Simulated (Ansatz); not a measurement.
**A hypothetical structure for MoBrN**

Starting from a made-up structure for MoBrN, the aim is the relaxed cell, its shortest contacts and, where a second run follows, its electronic structure.

Method: DFT, PBE, plane-wave PAW, files of the set soft_1, scalar-relativistic, no spin, cell and ions relaxed at zero pressure; PAW set soft_1, in the first sound run; inputs show where later runs differ, in Ansatz 0.2.0.

### 1. Set-up

It takes space group R-3m (No. 166, trigonal). The conventional cell has a = 3.707 Å, b = 3.707 Å, c = 31.736 Å, α = 90.00°, β = 90.00°, γ = 120.00°. Nearest to Mo lie 4 N at 2.19 to 2.27 Å and 3 Br at 2.98 Å. Nearest to Br lie 3 Mo at 2.98 Å. Nearest to N lie 4 Mo at 2.19 to 2.27 Å. Farther neighbours and most contacts between anions are not listed.

### 2. Relaxation of the guess

The guess takes its coordinates from another compound and its volume from a rule, so the cell and any free coordinates are relaxed together.

Contents of input.yaml:

```yaml
crystal:
  lattice:
    - [1.8535, 1.070118724, 10.578666667]
    - [-1.8535, 1.070118724, 10.578666667]
    - [0.0, -2.140237448, 10.578666667]
  atoms:
    - { symbol: Mo, position: [0.1238, 0.1238, 0.1238] }
    - { symbol: Mo, position: [0.8762, 0.8762, 0.8762] }
    - { symbol: Br, position: [0.391733333, 0.391733333, 0.391733333] }
    - { symbol: Br, position: [0.608266667, 0.608266667, 0.608266667] }
    - { symbol: "N", position: [0.1953, 0.1953, 0.1953] }
    - { symbol: "N", position: [0.8047, 0.8047, 0.8047] }
kpoints:
  mp_grid: { grid: [8, 8, 8] }
scf:
  occupations: { method: fermi_dirac, width: 0.05 }
hamiltonian:
  xc: pbe
  pseudopotentials: { kind: paw, azcp: { folder: soft_1 } }
relax:
  f_tol: 0.015
  max_steps: 70
  cell: {}
output:
  forces: true
  stress: true
```

On the command line:

```sh
$ ansatz run input.yaml --threads 4 --pin off --max-ram 10240MiB --backend cpu --events-out ev --progress --plain --runs-dir out
```

Numbers of over 12 decimals in the logs are rounded to 6 here.

The program printed:

```text
basis.fft_grid_basis auto: the FFT boxes are laid along the combinations [[1, 0, -1], [0, 1, -1], [0, 0, 1]] of the cell's own vectors, 3.707, 3.707 and 10.793 Å long. The dense box has 25×25×75 points. Along the cell's own vectors, as sized, it would have 75×75×75, 9.00 times as many. Of the 12 symmetry operations that the crystal satisfies within crystal.symmetry.tolerance (time reversal apart; of a slab, those tha [...]
Engine: ansatz 0.2.0, aarch64-unknown-linux-gnu
Pseudopotentials: kind: paw
Pseudopotential: Mo, paw, valence charge 14, recommended cutoff 420 eV (normal), soft_1/Mo.paw.azcp
Pseudopotential: Br, paw, valence charge 7, recommended cutoff 420 eV (normal), soft_1/Br.paw.azcp
Pseudopotential: N, paw, valence charge 5, recommended cutoff 420 eV (normal), soft_1/N.paw.azcp
Functional definition: PBE
  parameter kappa = 0.804
  parameter beta = 0.066725
  exchange = pbe_x(kappa = kappa, mu = beta*pi^2/3)
  correlation = pbe_c(beta = beta)
Crystal: 6 atoms, lattice volume = 125.894 Å³
Basis set: ecut = 420 eV, 2477 PW (Γ), FFT grids on a1−a3, a2−a3, a3, exchange–correlation on 50×50×150 points (8 copies of the dense FFT grid, shifted against one another)
Bands: 32, of which v1, the nominal top of the filled ones, is band 26 counted from 1 (25 counted from 0)
Symmetry: 12 space group operations
Space group: R-3m (ITA 166), of the structure as read, at distance tolerance 5.0e-5 Å
k-points: 65 of 512
Non-local potential: Mo, projectors of the file, l = 0: 3, l = 1: 2, l = 2: 2, l = 3: 1
Non-local potential: Br, projectors of the file, l = 0: 2, l = 1: 2, l = 2: 2
Non-local potential: N, projectors of the file, l = 0: 2, l = 1: 2, l = 2: 1
PAW form: soft (Blöchl's): semilocal exchange-correlation on the pseudo side does not see the compensation charge
PAW one-centre angular grid: Mo, 590 points (default); XC on 64 Gauss nodes
PAW one-centre angular grid: Br, 110 points (default); XC on 64 Gauss nodes
PAW one-centre angular grid: N, 110 points (default); XC on 64 Gauss nodes
Initial density: superposition of atomic densities (chi_scale 0.1, normalization cell, long waves kept (reshape's long-wave potential 0.93 eV rms))
Initial wavefunctions: pseudopotential atomic-orbital guess
Functional: x = pbe(κ = 0.804, μ = 0.219515), c = pbe(β = 0.066725)
SCF iter   1: F=—  HF=-16252.861664 eV  |F-HF|=—  |Δ(HF+E_count)|=         —  Δρ=1.07e-1  dr2=5.67e1  ethr=3.10e-3  ⟨swp⟩=6.7  Hψ=8583  notcnv=0
preconditioner: auto → LDOS  [metal: Δε(μ)=0.005 eV  Ē_g=7.491 eV  σ=0.050 eV  W_gap=0.02  n_scr=30 (ndim 8)  ℏωp=19.9 eV  f_vac=0.088  D(μ)=6.80/eV (n_scr^D=58)  β→1.0]
SCF iter   2: F=—  HF=-16247.409359 eV  |F-HF|=—  |Δ(HF+E_count)|=    5.45e0  Δρ=6.41e-2  dr2=5.65e0  ethr=3.10e-3  ⟨swp⟩=3.1  Hψ=5196  notcnv=0
SCF iter   3: F=—  HF=-16246.368883 eV  |F-HF|=—  |Δ(HF+E_count)|=    1.04e0  Δρ=1.79e-2  dr2=1.11e0  ethr=3.10e-3  ⟨swp⟩=2.4  Hψ=4196  notcnv=0
SCF iter   4: F=—  HF=-16246.218194 eV  |F-HF|=—  |Δ(HF+E_count)|=   1.51e-1  Δρ=4.96e-3  dr2=1.11e-1  ethr=2.14e-3  ⟨swp⟩=2.0  Hψ=3491  notcnv=0
SCF iter   5: F=—  HF=-16246.206019 eV  |F-HF|=—  |Δ(HF+E_count)|=   1.22e-2  Δρ=2.15e-3  dr2=1.81e-2  ethr=2.13e-4  ⟨swp⟩=2.3  Hψ=3258  notcnv=0
SCF iter   6: F=—  HF=-16246.204814 eV  |F-HF|=—  |Δ(HF+E_count)|=   1.20e-3  Δρ=1.15e-3  dr2=3.61e-3  ethr=3.49e-5  ⟨swp⟩=1.0  Hψ=2104  notcnv=0
SCF iter   7: F=—  HF=-16246.204410 eV  |F-HF|=—  |Δ(HF+E_count)|=   4.04e-4  Δρ=3.01e-4  dr2=2.14e-4  ethr=6.94e-6  ⟨swp⟩=2.0  Hψ=2515  notcnv=0
SCF iter   8: F=—  HF=-16246.204396 eV  |F-HF|=—  |Δ(HF+E_count)|=   1.41e-5  Δρ=8.36e-5  dr2=1.54e-5  ethr=4.11e-7  ⟨swp⟩=2.5  Hψ=2911  notcnv=0
SCF iter   9: F=—  HF=-16246.204416 eV  |F-HF|=—  |Δ(HF+E_count)|=   2.00e-5  Δρ=2.36e-5  dr2=1.49e-6  ethr=2.96e-8  ⟨swp⟩=2.5  Hψ=3434  notcnv=0
SCF iter  10: F=-16246.204416 eV  HF=-16246.204416 eV  |F-HF|=8.25e-9  |Δ(HF+E_count)|=   1.34e-7  Δρ=5.12e-6  dr2=4.22e-8  ethr=1.92e-10  ⟨swp⟩=3.7  Hψ=8649  notcnv=0
SCF 1 converged in 10 iterations: F = -16246.204416 eV  dr2 = 4.22e-8
  greatest PAW one-centre occupation: 0.999 electrons in one spin orbital (limit 2), on the Mo atom at site 1 (counted from 0), in its partial waves of l = 0
relax step   1: F+E_penalty+E_count = -16246.20441613 eV  Δ(F+E_penalty+E_count) = +0.000e0 eV  max|allowed force component| = 2.218e0 eV/Å  Δτ_max = 0.0000 Å  P = -18.716 GPa  Ω = 125.894 Å³  (10 SCF iters, dr2 threshold 1.00e-7 eV, accepted)
Crystal: 6 atoms, lattice volume = 108.647 Å³
Basis set: ecut = 420 eV, 2115 PW (Γ), FFT grids on a1−a3, a2−a3, a3, exchange–correlation on 50×50×150 points (8 copies of the dense FFT grid, shifted against one another)
Initial density: handed on by an earlier stage of this run
Initial wavefunctions: those handed on with the density
SCF iter   1: F=—  HF=-16248.452003 eV  |F-HF|=—  |Δ(HF+E_count)|=         —  Δρ=3.68e-2  dr2=3.39e0  ethr=3.10e-3  ⟨swp⟩=10.2  Hψ=10329  notcnv=0
preconditioner: auto → LDOS  [metal: Δε(μ)=0.003 eV  Ē_g=8.342 eV  σ=0.050 eV  W_gap=0.02  n_scr=30 (ndim 8)  ℏωp=21.4 eV  f_vac=0.119  D(μ)=3.28/eV (n_scr^D=30)  β→1.0]
SCF iter   2: F=—  HF=-16248.143695 eV  |F-HF|=—  |Δ(HF+E_count)|=   3.08e-1  Δρ=2.64e-2  dr2=1.05e0  ethr=3.10e-3  ⟨swp⟩=3.0  Hψ=4228  notcnv=0
SCF iter   3: F=—  HF=-16247.982692 eV  |F-HF|=—  |Δ(HF+E_count)|=   1.61e-1  Δρ=3.54e-3  dr2=2.76e-2  ethr=2.01e-3  ⟨swp⟩=2.1  Hψ=3575  notcnv=0
SCF iter   4: F=—  HF=-16247.978853 eV  |F-HF|=—  |Δ(HF+E_count)|=   3.84e-3  Δρ=8.10e-4  dr2=9.16e-4  ethr=5.31e-5  ⟨swp⟩=2.0  Hψ=3345  notcnv=0
SCF iter   5: F=—  HF=-16247.978671 eV  |F-HF|=—  |Δ(HF+E_count)|=   1.82e-4  Δρ=2.44e-4  dr2=4.63e-5  ethr=1.76e-6  ⟨swp⟩=2.0  Hψ=3204  notcnv=0
SCF iter   6: F=—  HF=-16247.978701 eV  |F-HF|=—  |Δ(HF+E_count)|=   3.06e-5  Δρ=8.16e-5  dr2=1.00e-5  ethr=8.90e-8  ⟨swp⟩=2.0  Hψ=3220  notcnv=0
SCF iter   7: F=—  HF=-16247.978702 eV  |F-HF|=—  |Δ(HF+E_count)|=   3.28e-7  Δρ=2.27e-5  dr2=8.76e-7  ethr=1.93e-8  ⟨swp⟩=2.0  Hψ=3315  notcnv=0
SCF iter   8: F=-16247.978702 eV  HF=-16247.978702 eV  |F-HF|=9.49e-9  |Δ(HF+E_count)|=   4.11e-8  Δρ=6.79e-6  dr2=4.01e-8  ethr=1.15e-9  ⟨swp⟩=5.0  Hψ=7624  notcnv=0
SCF 2 converged in 8 iterations: F = -16247.978702 eV  dr2 = 4.01e-8
relax step   2: F+E_penalty+E_count = -16247.97870176 eV  Δ(F+E_penalty+E_count) = -1.774e0 eV  max|allowed force component| = 3.851e-1 eV/Å  Δτ_max = 0.1854 Å  P = -0.790 GPa  Ω = 108.647 Å³  energy of the carried Pulay correction = +1.013e-2 eV  (8 SCF iters, dr2 threshold 6.00e-7 eV, accepted)
Crystal: 6 atoms, lattice volume = 107.764 Å³
[...]
SCF iter   4: F=—  HF=-16247.994370 eV  |F-HF|=—  |Δ(HF+E_count)|=   1.26e-5  Δρ=1.13e-4  dr2=1.75e-5  ethr=3.02e-7  ⟨swp⟩=2.0  Hψ=3673  notcnv=0
SCF iter   5: F=-16247.994367 eV  HF=-16247.994367 eV  |F-HF|=6.76e-8  |Δ(HF+E_count)|=   3.44e-6  Δρ=2.53e-5  dr2=4.79e-7  ethr=1.15e-9  ⟨swp⟩=4.0  Hψ=9884  notcnv=0
SCF 3 converged in 5 iterations: F = -16247.994367 eV  dr2 = 4.79e-7
relax step   3: F+E_penalty+E_count = -16247.99436665 eV  Δ(F+E_penalty+E_count) = -1.566e-2 eV  max|allowed force component| = 8.459e-2 eV/Å  Δτ_max = 0.0336 Å  P = +0.700 GPa  Ω = 107.764 Å³  energy of the carried Pulay correction = +1.069e-2 eV  (5 SCF iters, dr2 threshold 6.00e-7 eV, accepted)
[... from here on, the SCF cycles and remarks between the steps are left out ...]
relax step   4: F+E_penalty+E_count = -16247.99712381 eV  Δ(F+E_penalty+E_count) = -2.757e-3 eV  max|allowed force component| = 2.233e-2 eV/Å  Δτ_max = 0.0298 Å  P = +0.055 GPa  Ω = 109.078 Å³  energy of the carried Pulay correction = +9.856e-3 eV  (6 SCF iters, dr2 threshold 6.00e-7 eV, accepted)
relax step   5: F+E_penalty+E_count = -16247.99789430 eV  Δ(F+E_penalty+E_count) = -7.705e-4 eV  max|allowed force component| = 2.154e-2 eV/Å  Δτ_max = 0.0420 Å  P = -0.007 GPa  Ω = 110.482 Å³  energy of the carried Pulay correction = +8.979e-3 eV  (7 SCF iters, dr2 threshold 3.12e-8 eV, accepted)
relax step   6: F+E_penalty+E_count = -16247.99790667 eV  Δ(F+E_penalty+E_count) = -1.237e-5 eV  max|allowed force component| = 2.321e-2 eV/Å  Δτ_max = 0.0464 Å  P = -0.038 GPa  Ω = 112.151 Å³  energy of the carried Pulay correction = +7.950e-3 eV  (7 SCF iters, dr2 threshold 5.49e-8 eV, accepted)
relax step   7: F+E_penalty+E_count = -16247.99804827 eV  Δ(F+E_penalty+E_count) = -1.416e-4 eV  max|allowed force component| = 6.506e-3 eV/Å  Δτ_max = 0.0130 Å  P = -0.007 GPa  Ω = 112.624 Å³  energy of the carried Pulay correction = +7.661e-3 eV  (6 SCF iters, dr2 threshold 8.49e-8 eV, accepted)
relax step   8: F+E_penalty+E_count = -16247.99761511 eV  Δ(F+E_penalty+E_count) = +4.332e-4 eV  max|allowed force component| = 1.157e-2 eV/Å  Δτ_max = 0.0313 Å  P = +0.053 GPa  Ω = 113.700 Å³  energy of the carried Pulay correction = +7.009e-3 eV  (9 SCF iters, accepted)
relax step   9: F+E_penalty+E_count = -16247.99741821 eV  Δ(F+E_penalty+E_count) = +1.969e-4 eV  max|allowed force component| = 2.444e-2 eV/Å  Δτ_max = 0.0050 Å  P = -0.091 GPa  Ω = 113.987 Å³  energy of the carried Pulay correction = +6.835e-3 eV  (6 SCF iters, dr2 threshold 1.15e-8 eV, rejected (line search))
relax step  10: F+E_penalty+E_count = -16247.99754590 eV  Δ(F+E_penalty+E_count) = +6.921e-5 eV  max|allowed force component| = 4.980e-4 eV/Å  Δτ_max = 0.0029 Å  P = +0.000 GPa  Ω = 113.842 Å³  energy of the carried Pulay correction = +6.923e-3 eV  (8 SCF iters, accepted)
relax step  11: F+E_penalty+E_count = -16247.99373920 eV  Δ(F+E_penalty+E_count) = +3.807e-3 eV  max|allowed force component| = 6.625e-4 eV/Å  Δτ_max = 0.0000 Å  P = -0.052 GPa  Ω = 113.842 Å³  stress off target by 7.00e-2 GPa  SCF on the basis re-selected at this cell (its energy is not comparable with the rows above)  (6 SCF iters)
relax step  12: F+E_penalty+E_count = -16247.99402237 eV  Δ(F+E_penalty+E_count) = -2.832e-4 eV  max|allowed force component| = 1.504e-3 eV/Å  Δτ_max = 0.0097 Å  P = -0.003 GPa  Ω = 113.452 Å³  energy of the carried Pulay correction = +2.565e-4 eV  (7 SCF iters, dr2 threshold 1.23e-8 eV, accepted)
iter 1 solved again at ethr=1.61e-7 eV; its pass at ethr=3.10e-3 eV (dr2=8.36e-5 eV) is discarded
SCF iter   1: F=—  HF=-16247.993708 eV  |F-HF|=—  |Δ(HF+E_count)|=         —  Δρ=1.13e-5  dr2=2.31e-8  ethr=1.61e-7  ⟨swp⟩=4.0  Hψ=15928  notcnv=0
eigensolver tolerance schedule: the retry pair's looser diagonalisation over-reported the residual by 3612.54 of it (diagonalisation noise at 0.23 of the residual, at the tolerance the schedule requests for it); recorded, not acted on — ethr = c·dr2/N_el stays at c = 1.0e-1
preconditioner: auto → LDOS  [metal: Δε(μ)=0.039 eV  Ē_g=8.467 eV  σ=0.050 eV  W_gap=0.19  n_scr=32 (ndim 8)  ℏωp=20.9 eV  f_vac=0.160  D(μ)=5.38/eV (n_scr^D=50)  β→1.0]
SCF iter   2: F=—  HF=-16247.993775 eV  |F-HF|=—  |Δ(HF+E_count)|=   6.64e-5  Δρ=4.33e-6  dr2=1.71e-8  ethr=4.45e-11  ⟨swp⟩=3.4  Hψ=5277  notcnv=0
SCF iter   3: F=—  HF=-16247.993775 eV  |F-HF|=—  |Δ(HF+E_count)|=   3.07e-9  Δρ=9.01e-7  dr2=2.19e-10  ethr=3.28e-11  ⟨swp⟩=2.0  Hψ=3025  notcnv=0
SCF iter   4: F=—  HF=-16247.993775 eV  |F-HF|=—  |Δ(HF+E_count)|=  2.71e-10  Δρ=1.76e-7  dr2=6.09e-11  ethr=1.00e-12  ⟨swp⟩=5.0  Hψ=8585  notcnv=0
SCF iter   5: F=-16247.993775 eV  HF=-16247.993775 eV  |F-HF|=7.28e-12  |Δ(HF+E_count)|=  7.28e-12  Δρ=5.76e-8  dr2=8.22e-12  ethr=1.00e-12  ⟨swp⟩=4.9  Hψ=7214  notcnv=0
SCF 13 converged in 5 iterations: F = -16247.993775 eV  dr2 = 8.22e-12
relax step  13: F+E_penalty+E_count = -16247.99377488 eV  Δ(F+E_penalty+E_count) = +2.475e-4 eV  max|allowed force component| = 1.497e-3 eV/Å  Δτ_max = 0.0000 Å  P = -0.005 GPa  Ω = 113.452 Å³  stress off target by 6.16e-3 GPa  SCF on the basis re-selected at this cell (its energy is not comparable with the rows above)  (5 SCF iters)
basis re-selected at this cell: Δ(F+E_penalty+E_count) = +2.475e-4 eV, ΔP = -0.003 GPa vs the last step (what re-selecting the basis moved, of the pressure what is left beyond the Pulay correction that the steps carried, after the strain that the cell walked since its last selection, with what the two solves' SCF thresholds leave and, on support functions, any second-order correction that the steps lacked; it is no m [...]
SCF converged after 5 iterations
Free energy (F): -16247.993775 eV
Harris-Foulkes:  -16247.993775 eV  (|F-HF|=7.28e-12)
Internal energy: -16247.951211 eV  (E = F + TS)
E sigma→0 (E₀):  -16247.972493 eV
Entropy (-TS):   -0.042564 eV (-7.094 meV/atom)
Fermi energy:    9.782516 eV
--- Per-component energies (eV) ---
  E_band       = -433.633252
  E_kinetic    = 1361.056186
  E_local      = -8466.413046  (includes V_loc(G=0)·N_el)
  E_nonlocal   = 472.041967
  E_hartree    = 3686.387560
  E_xc         = -862.064680
  E_vxc        = -803.873744  (∫ρ·V_xc dr)
  E_paw        = -11306.579658  (= ΣΔE_a)
  E_vpaw       = -369.221593  (= ΣTr[D̂ρ^β])
  E_aug_tail   = 0.001840  (compensation charges beyond the density's cutoff)
  E_ewald      = -1132.381380
  E_smearing   = -0.042564  (= −TS)
  E_closure    = -0.000000  (closes the sum)
  Σ components = -16247.993775   (vs F -16247.993775, Δ=0.00e0)
--- Forces (eV/Å), atoms counted from 1 ---
  atom   1  Mo     0.00000000     0.00000000    -0.00149682
  atom   2  Mo    -0.00000000    -0.00000000     0.00149682
  atom   3  Br     0.00000000     0.00000000     0.00069581
  atom   4  Br    -0.00000000    -0.00000000    -0.00069581
  atom   5  N      0.00000000     0.00000000     0.00029902
  atom   6  N     -0.00000000    -0.00000000    -0.00029902
  max |Σ_I F_I| component: 2.17e-19 eV/Å
--- Stress (GPa, compression-positive) ---
       -0.004542       0.000000       0.000000
        0.000000      -0.004542      -0.000000
        0.000000      -0.000000      -0.006159
  P = ⅓ Tr σ = -0.0051 GPa (-0.051 kbar)
--- Relaxed structure (11 steps of the walk, 10 accepted, 2 SCFs on fresh bases) ---
  F+E_penalty+E_count = -16247.99377488 eV   max|allowed force component| = 1.497e-3 eV/Å   (the final SCF, on the basis selected at the relaxed cell)
  cell:  # Å, volume = 113.4525 Å³
    - [1.753978, 1.012660, 10.645721]
    - [-1.753978, 1.012660, 10.645721]
    - [0, -2.025319, 10.645721]
  atoms:
    - { symbol: Mo, position: [0.129374, 0.129374, 0.129374] }
    - { symbol: Mo, position: [0.870626, 0.870626, 0.870626] }
    - { symbol: Br, position: [0.402084, 0.402084, 0.402084] }
    - { symbol: Br, position: [0.597916, 0.597916, 0.597916] }
    - { symbol: N, position: [0.193516, 0.193516, 0.193516] }
    - { symbol: N, position: [0.806484, 0.806484, 0.806484] }
```

Run time: 37 s. Hardware: 4 threads of Arm Neoverse V2, shared host; peak memory 0.57 GiB; 2.3 min of CPU time.

This run has no spin polarisation, although Mo can carry a moment.

The steps of the relaxation:

| step | energy less that of the first step (eV) | largest force component (eV/Å) | pressure (GPa) | volume (Å³) |
| --- | --- | --- | --- | --- |
| 1 | 0.0000 | 2.2183 | -18.72 | 125.89 |
| 2 | -1.7743 | 0.3851 | -0.79 | 108.65 |
| 3 | -1.7900 | 0.0846 | 0.70 | 107.76 |
| 4 | -1.7927 | 0.0223 | 0.06 | 109.08 |
| 5 | -1.7935 | 0.0215 | -0.01 | 110.48 |
| 6 | -1.7935 | 0.0232 | -0.04 | 112.15 |
| 7 | -1.7936 | 0.0065 | -0.01 | 112.62 |
| 8 | -1.7932 | 0.0116 | 0.05 | 113.70 |
| 9 | -1.7930 | 0.0244 | -0.09 | 113.99 |
| 10 | -1.7931 | 0.0005 | 0.00 | 113.84 |
| 11* | -1.7893 | 0.0007 | -0.05 | 113.84 |
| 12 | -1.7896 | 0.0015 | 0.00 | 113.45 |
| 13* | -1.7894 | 0.0015 | -0.01 | 113.45 |

Relaxation steps marked * repeat the geometry before them on a plane-wave basis chosen anew for their cell, so energy and pressure can jump there. Relaxation step 9 was tried and not accepted.

Forces are held to the 12 operations that the run works with; a distortion that breaks them can't arise in this run.

```
conventional cell, symmetrised  before   after  change
                         a (Å)   3.707   3.508  -5.4 %
                         b (Å)   3.707   3.508  -5.4 %
                         c (Å)  31.736  31.937  +0.6 %
              volume (Å³/atom)   20.98   18.91  -9.9 %
```

The atoms that moved most (Å, as changes of fractional coordinates times the final cell):

```csv
atom,dx,dy,dz,length
Br3,0.000,0.000,0.331,0.331
Br4,0.000,0.000,-0.331,0.331
Mo1,0.000,0.000,0.178,0.178
Mo2,0.000,0.000,-0.178,0.178
N5,0.000,0.000,-0.057,0.057
N6,0.000,0.000,0.057,0.057
```

Final coordinates:

```cif
data_structure
_symmetry_space_group_name_H-M 'P 1'
_symmetry_Int_Tables_number 1
_cell_length_a 10.8367
_cell_length_b 10.8367
_cell_length_c 10.8367
_cell_angle_alpha 18.629
_cell_angle_beta 18.629
_cell_angle_gamma 18.629
_cell_volume 113.45
loop_
_atom_site_label
_atom_site_type_symbol
_atom_site_fract_x
_atom_site_fract_y
_atom_site_fract_z
_atom_site_occupancy
Mo1 Mo 0.12937 0.12937 0.12937 1
Mo2 Mo 0.87063 0.87063 0.87063 1
Br3 Br 0.40208 0.40208 0.40208 1
Br4 Br 0.59792 0.59792 0.59792 1
N5 N 0.19352 0.19352 0.19352 1
N6 N 0.80648 0.80648 0.80648 1
```

Numbers from this step:

* free energy: -16247.9938 eV
* energy at zero smearing: -16247.9725 eV
* smearing term TS: 0.04256 eV
* Fermi energy: 9.783 eV
* electrons: 52
* symmetry operations: 12
* pressure: -0.005081 GPa

Shortest distances by pair of elements, guess and relaxed (not always the same contact):

| pair | guess (Å) | relaxed (Å) |
| --- | --- | --- |
| Mo–N | 2.187 | 2.049 |
| N–N | 2.808 | 2.654 |
| Br–Mo | 2.981 | 2.802 |
| Br–N | 3.312 | 3.042 |
| Mo–Mo | 3.462 | 3.127 |

The relaxation ends with a largest force component of 0.0015 eV/Å and a pressure of -0.01 GPa.

(Part 1 of 2 ends here.)

[Logs are printed without paths, hosts, clocks, repeated set-up lines and the standing remarks that a program may print on its own settings, such as how far it seeks lower states.]

[Hosts, paths, dates, database ids (printed as entryN), source tags and the programs' standing remarks are cut or masked in the printed files.]
